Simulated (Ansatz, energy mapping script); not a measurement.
# RbCrBr3 in the perovskite structure: J from the energies of magnetic orders, part 2 of 2

Wanted: the magnetic order of RbCrBr3 in the perovskite structure, its couplings and an estimate of its ordering temperature, by PBEsol+U (3.32 eV).

PBEsol with U = 3.32 eV on Cr d, ortho-atomic projectors; plane waves, U on orthogonalised atomic orbitals unless named otherwise, collinear spin, no spin–orbit coupling.

So far. Step 3 (Run 1 (parallel; cell A, 10 atoms)): The run ends ferromagnetic.

### 4. Run 2 (compensated +−; cell A, 10 atoms)

This order reverses 4 of the 6 neighbours at 5.25 Å, counted for an average magnetic atom.

input.yaml reads:

```yaml
crystal:
  lattice:
    - [0.0, 0.0, 5.24958987]
    - [5.24958987, 5.24958987, 0.0]
    - [-5.24958987, 5.24958987, 0.0]
  atoms:
    - { symbol: Rb, position: [0.5, 0.0, 0.5] }
    - { symbol: Rb, position: [0.5, 0.5, 0.0] }
    - { symbol: Cr, position: [0.0, 0.0, 0.0], spin: 3.0 }
    - { symbol: Cr, position: [0.0, 0.5, 0.5], spin: -3.0 }
    - { symbol: Br, position: [0.5, 0.0, 0.0] }
    - { symbol: Br, position: [0.5, 0.5, 0.5] }
    - { symbol: Br, position: [0.0, 0.25, 0.25] }
    - { symbol: Br, position: [0.0, 0.75, 0.75] }
    - { symbol: Br, position: [0.0, 0.25, 0.75] }
    - { symbol: Br, position: [0.0, 0.75, 0.25] }
magnetization:
  spin_polarized: true
kpoints:
  mp_grid: { grid: [7, 5, 5] }
hamiltonian:
  xc: pbesol
  hubbard:
    sites:
      - { species: Cr, l: d, u_eff: 3.32 }
      - { site: 2, l: d, u_eff: 3.32, starting_ns: [{ spin: up, occupation_matrix: cr3_major }, { spin: down, occupation_matrix: cr3_minor }] }
      - { site: 3, l: d, u_eff: 3.32, starting_ns: [{ spin: up, occupation_matrix: cr4_minor }, { spin: down, occupation_matrix: cr4_major }] }
    projectors: ortho-atomic
    occupation_matrices:
      cr3_major:
        matrix:
          - [0.717, 0.0, 0.0, 0.0, 0.0]
          - [0.0, 0.994, 0.0, 0.0, 0.0]
          - [0.0, 0.0, 0.994, 0.0, 0.0]
          - [0.0, 0.0, 0.0, 0.71, 0.0]
          - [0.0, 0.0, 0.0, 0.0, 0.994]
      cr3_minor:
        matrix:
          - [0.113, 0.0, 0.0, 0.0, 0.0]
          - [0.0, 0.038, 0.0, 0.0, 0.0]
          - [0.0, 0.0, 0.038, 0.0, 0.0]
          - [0.0, 0.0, 0.0, 0.113, 0.0]
          - [0.0, 0.0, 0.0, 0.0, 0.038]
      cr4_major:
        matrix:
          - [0.717, 0.0, 0.0, 0.0, 0.0]
          - [0.0, 0.994, 0.0, 0.0, 0.0]
          - [0.0, 0.0, 0.994, 0.0, 0.0]
          - [0.0, 0.0, 0.0, 0.71, 0.0]
          - [0.0, 0.0, 0.0, 0.0, 0.994]
      cr4_minor:
        matrix:
          - [0.113, 0.0, 0.0, 0.0, 0.0]
          - [0.0, 0.038, 0.0, 0.0, 0.0]
          - [0.0, 0.0, 0.038, 0.0, 0.0]
          - [0.0, 0.0, 0.0, 0.113, 0.0]
          - [0.0, 0.0, 0.0, 0.0, 0.038]
scf:
  occupations: { method: fermi_dirac, width: 0.05 }
output:
  eigenvalues: true
  write_density: true
  write_potential: true
  elf: true
  volumetric_format: npy
```

Run with:

```bash
ansatz run input.yaml --threads 4 --pin off --max-ram 8192MiB --backend cpu --events-out ev --progress --plain --runs-dir out
```

Numbers of over 12 decimals in the logs are rounded to 6 here.

The program printed:

```text
[...]
Crystal: 10 atoms, lattice volume = 289.338 Å³
Basis set: ecut = 420 eV, 5633 PW (Γ)
Bands: 57, of which v1, the nominal top of the filled ones, is band 44 counted from 1 (43 counted from 0)
Symmetry: 16 space group operations
[...]
k-points: 24 of 175
[...]
Starting moments: Σ|m| = 6 μB on 2 of 10 sites
Starting magnetic order: antiferromagnet; a translation exchanges its spin sublattices: spin-degenerate at every k-point
[...]
SCF iter   1: F=—  HF=-29559.506551 eV  |F-HF|=—  |Δ(HF+E_count)|=         —  Δρ=3.05e-2 (↑3.05e-2 ↓3.05e-2)  dr2=5.72e0  dr2_m=1.56e0  M=0.000 μB ∫|m|=8.490 μB  β_m=1.00  ethr=3.10e-3  ⟨swp⟩=8.1  Hψ=6123  notcnv=0  defer=68
[...]
SCF iter  15: F=-29558.591179 eV  HF=-29558.591179 eV  |F-HF|=3.01e-8  |Δ(HF+E_count)|=   1.24e-7  Δρ=2.54e-6 (↑2.54e-6 ↓2.54e-6)  dr2=6.07e-8  dr2_m=5.31e-9  M=0.000 μB ∫|m|=8.677 μB  ethr=1.14e-10  ⟨swp⟩=14.6  Hψ=6937  notcnv=0
SCF 1 converged in 15 iterations: F = -29558.591179 eV  dr2 = 6.07e-8
[...]
SCF converged after 15 iterations
Magnetization: 0.0000 μB (44.0000 up, 44.0000 down)
Absolute magnetization: 8.6742 μB (∫|ρ↑−ρ↓|, with the PAW one-centre terms)
[...]
Per-site moments (μB) at R_I (Å): [(-3.9849841585281855e-16, 1.531208), (3.9849841585281855e-16, 1.531208), (3.694364, 1.082728), (-3.694364, 1.082728), (-0.047835, 1.082728), (0.047835, 1.082728), (3.6802877189959743e-16, 1.082728), (-3.8925377162200745e-16, 1.082728), (-6.038796533336789e-17, 1.082728), (3.916296561095807e-17, 1.082728)]
Free energy (F): -29558.591179 eV
[...]
Internal energy: -29558.548103 eV  (E = F + TS)
E sigma→0 (E₀):  -29558.569641 eV
Entropy (-TS):   -0.043076 eV (-4.308 meV/atom)
Fermi energy:    5.056490 eV
[...]
--- Specified on-site occupations, and those of the state reported ---
  electrons in the specified blocks: 9.4980 specified, 9.4659 found
[...]
--- Band table (eV; the first three rows and the last of 48) ---
  k-point 0 ↑: bands = [... 40 lower, 3.3247, 3.3247, 3.7388, 4.0333, 5.1021, 7.6201, 8.3247, 8.5186, ... 9 higher]
  k-point 1 ↑: bands = [... 40 lower, 3.2531, 3.3989, 3.6137, 4.0679, 5.1423, 7.9938, 8.4850, 8.6172, ... 9 higher]
  k-point 2 ↑: bands = [... 40 lower, 3.3503, 3.3595, 3.4711, 4.0973, 5.2128, 8.5070, 8.7539, 8.7879, ... 9 higher]
  k-point 23 ↓: bands = [... 40 lower, 3.6320, 3.6413, 3.7060, 4.7710, 5.8578, 9.0742, 9.2494, 9.3166, ... 9 higher]
Occupation matrices written to <dir>
```

Wall time 10 s (4 threads of Arm Neoverse V2, shared host); peak memory 1.1 GiB.

Spin moment in the sphere by atom:

```tsv
atom	spin moment in the sphere (μB)
Rb1	0.00
Rb2	0.00
Cr3	3.69
Cr4	-3.69
Br5	-0.05
Br6	0.05
Br7	0.00
Br8	0.00
Br9	0.00
Br10	0.00
```

The run ends antiferromagnetic, 263.80 meV a magnetic atom above the parallel order of its cell (energies taken at zero occupation width, not the printed F).

Spin density in the ac plane at fractional y = 0.000, with atoms of Rb and Cr and Br within 0.2 Å of it.

Ten even steps from '_' (-0.1 e/Å³) to '@' (4.9 e/Å³), each cell a mean:
```
##::____________________..++
....______________________..
____________________________
____________________________
____________________________
____________________________
____________________________
____________________________
____________________________
____________________________
____________________________
____________________________
____________________________
____________________________
____________________________
____________________________
____________________________
--..______________________::
@@--____________________..**
```
Columns run along a (5.2 Å), rows up along c (7.4 Å). Atoms in or near the plane, at fractional coordinates: Rb at (0.50, 0.50), Cr at (0.00, 0.00), Br at (0.50, 0.00).

ELF in the ac plane at fractional y = 0.000, with atoms of Rb and Cr and Br within 0.2 Å of it. It is the smooth field of the valence electrons, not physical close to the nuclei.

Values, 19 rows by 14 columns, each cell a mean:
```
0.88 0.69 0.23 0.31 0.74 0.74 0.24 0.11 0.49 0.82 0.56 0.16 0.44 0.82
0.53 0.39 0.16 0.25 0.64 0.84 0.83 0.80 0.85 0.77 0.45 0.15 0.25 0.49
0.13 0.13 0.11 0.14 0.40 0.72 0.84 0.86 0.80 0.59 0.24 0.10 0.11 0.13
0.10 0.09 0.07 0.06 0.13 0.36 0.56 0.60 0.48 0.24 0.07 0.06 0.08 0.10
0.09 0.07 0.05 0.03 0.02 0.04 0.06 0.07 0.05 0.03 0.02 0.04 0.06 0.08
0.06 0.05 0.03 0.02 0.02 0.06 0.14 0.16 0.10 0.03 0.01 0.02 0.04 0.05
0.04 0.03 0.02 0.02 0.18 0.54 0.74 0.77 0.67 0.36 0.06 0.01 0.03 0.04
0.02 0.02 0.01 0.11 0.57 0.84 0.86 0.85 0.87 0.76 0.33 0.03 0.01 0.02
0.01 0.01 0.02 0.30 0.77 0.85 0.55 0.37 0.74 0.86 0.59 0.09 0.01 0.01
0.01 0.01 0.02 0.35 0.80 0.83 0.34 0.11 0.64 0.86 0.64 0.12 0.01 0.01
0.01 0.01 0.01 0.20 0.70 0.86 0.77 0.70 0.84 0.83 0.48 0.06 0.01 0.01
0.03 0.02 0.01 0.05 0.38 0.75 0.85 0.86 0.83 0.61 0.17 0.02 0.02 0.03
0.05 0.04 0.03 0.01 0.06 0.25 0.44 0.48 0.36 0.14 0.02 0.02 0.03 0.05
0.07 0.06 0.04 0.02 0.01 0.02 0.03 0.03 0.03 0.02 0.02 0.03 0.05 0.07
0.10 0.08 0.06 0.04 0.06 0.15 0.25 0.28 0.21 0.09 0.04 0.04 0.07 0.09
0.10 0.10 0.09 0.09 0.25 0.58 0.76 0.79 0.70 0.42 0.14 0.08 0.10 0.11
0.28 0.21 0.13 0.20 0.53 0.80 0.88 0.89 0.86 0.70 0.35 0.13 0.16 0.26
0.75 0.57 0.20 0.29 0.70 0.82 0.57 0.46 0.72 0.81 0.52 0.16 0.36 0.70
0.93 0.73 0.24 0.31 0.76 0.66 0.09 0.01 0.32 0.81 0.58 0.16 0.47 0.87
```
Columns run along a (5.2 Å), rows up along c (7.4 Å). Atoms in or near the plane, at fractional coordinates: Rb at (0.50, 0.50), Cr at (0.00, 0.00), Br at (0.50, 0.00).

### 5. The fit

Each energy difference is a sum of couplings weighted by the pairs that the order reverses. A few near shells are fitted to the differences by least squares. Energies are those extrapolated to zero occupation width, not the free energies F.

The orders side by side; each is measured from the parallel order in the same cell and on the same mesh:

```tsv
order	atoms	energy (meV a magnetic atom)	moments (μB)	moments kept as typed	opposed neighbours at 5.25 Å
parallel	10	0.00	3.72	yes	0
compensated +−	10	263.80	3.69	yes	4
```

Couplings from the energies, with E = −Σ J e·e over ordered pairs:

```tsv
pair	distance (Å)	neighbours	J (meV)
Cr–Cr	5.25	6	33.0
```

Limits of this fit: with one coupling alone, temperatures are a scale of energy; one energy difference fixes this value, which holds the part of every shell that the order reverses.

In mean field these couplings order at 1531 K.

### 6. Monte Carlo

Mean field ignores fluctuations and overstates the ordering temperature, so the model is also sampled. The heat capacity peaks where order sets in.

Classical unit spins with these couplings on 6×6×10 copies of a cell that holds the lowest order (720 spins), heat-bath sweeps, cooled from random directions, 1500 sweeps to settle and 4500 measured at each temperature, averaged over 4 runs.

```tsv
T (K)	order along the lowest pattern	net moment	heat capacity (k_B a spin)
184	0.94	0.94	1.03
314	0.90	0.90	1.10
510	0.82	0.82	1.18
640	0.77	0.77	1.33
771	0.70	0.70	1.44
966	0.55	0.55	1.86
1032	0.47	0.47	2.10
1097	0.37	0.37	2.29
1227	0.17	0.17	0.97
1358	0.11	0.11	0.56
1553	0.08	0.08	0.34
1684	0.07	0.07	0.28
```

The smoothed heat capacity peaks at 1061 K.

### 7. Results

```json
{
 "lowest order tried": "parallel",
 "largest fitted value, Cr–Cr at 5.25 Å": "33.0 meV",
 "ordering temperature, mean field": "1531 K",
 "heat-capacity peak, Monte Carlo": "1061 K"
}
```

**Reading.** Of the orders tried, RbCrBr3 in the perovskite structure prefers parallel moments under PBEsol+U (3.32 eV). Orders that were not tried, spirals among them, may lie lower. The one fitted coupling is the Cr–Cr pair at 5.25 Å, ferromagnetic at 33 meV, across a ligand at about 180°. It also takes up the part of reversed shells that are not fitted, so neither its size nor its rank as a single path is established. The orders also reverse pairs at 7.42 Å, which are not fitted, so the fitted values hold their part too. No fitted order reverses the pairs at 9.09 and 10.50 Å, so their coupling is unknown and is set to zero in the model. 1 energy difference fixes 1 coupling with none to spare, so the fit tests nothing. In the fitted orders moments change by up to 0.57 % against the parallel run of the same cell, so their size stays put. Every order is gapless on its mesh at this level. In a metal exchange reaches farther, and a short model of fixed moments is less apt; where the compound is in fact an insulator, these couplings come from a wrongly metallic state. Monte Carlo puts the peak at 0.69 of the mean-field temperature, since mean field leaves out fluctuations. In tests on simple cubic and body-centred models such peaks lay 5 to 6 % under the bulk value. With one coupling alone these temperatures are a scale of energy; further couplings, frustrating ones above all, would move them. The cell was built from a prototype and relaxed; a distortion that needs a larger cell, or another structure that the compound may prefer, is not captured.

[Logs and program files are shortened in this print: banners, set-up blocks, solver, clock and traceback lines can be left out without a mark of their own.]

[Logs are printed without paths, hosts, clocks, repeated set-up lines and the standing remarks that a program may print on its own settings, such as how far it seeks lower states.]

[Hosts, paths, dates, database ids (printed as entryN), source tags and the programs' standing remarks are cut or masked in the printed files.]

[Where a cell is said to come from a database of computed structures, the database is the Materials Project.]
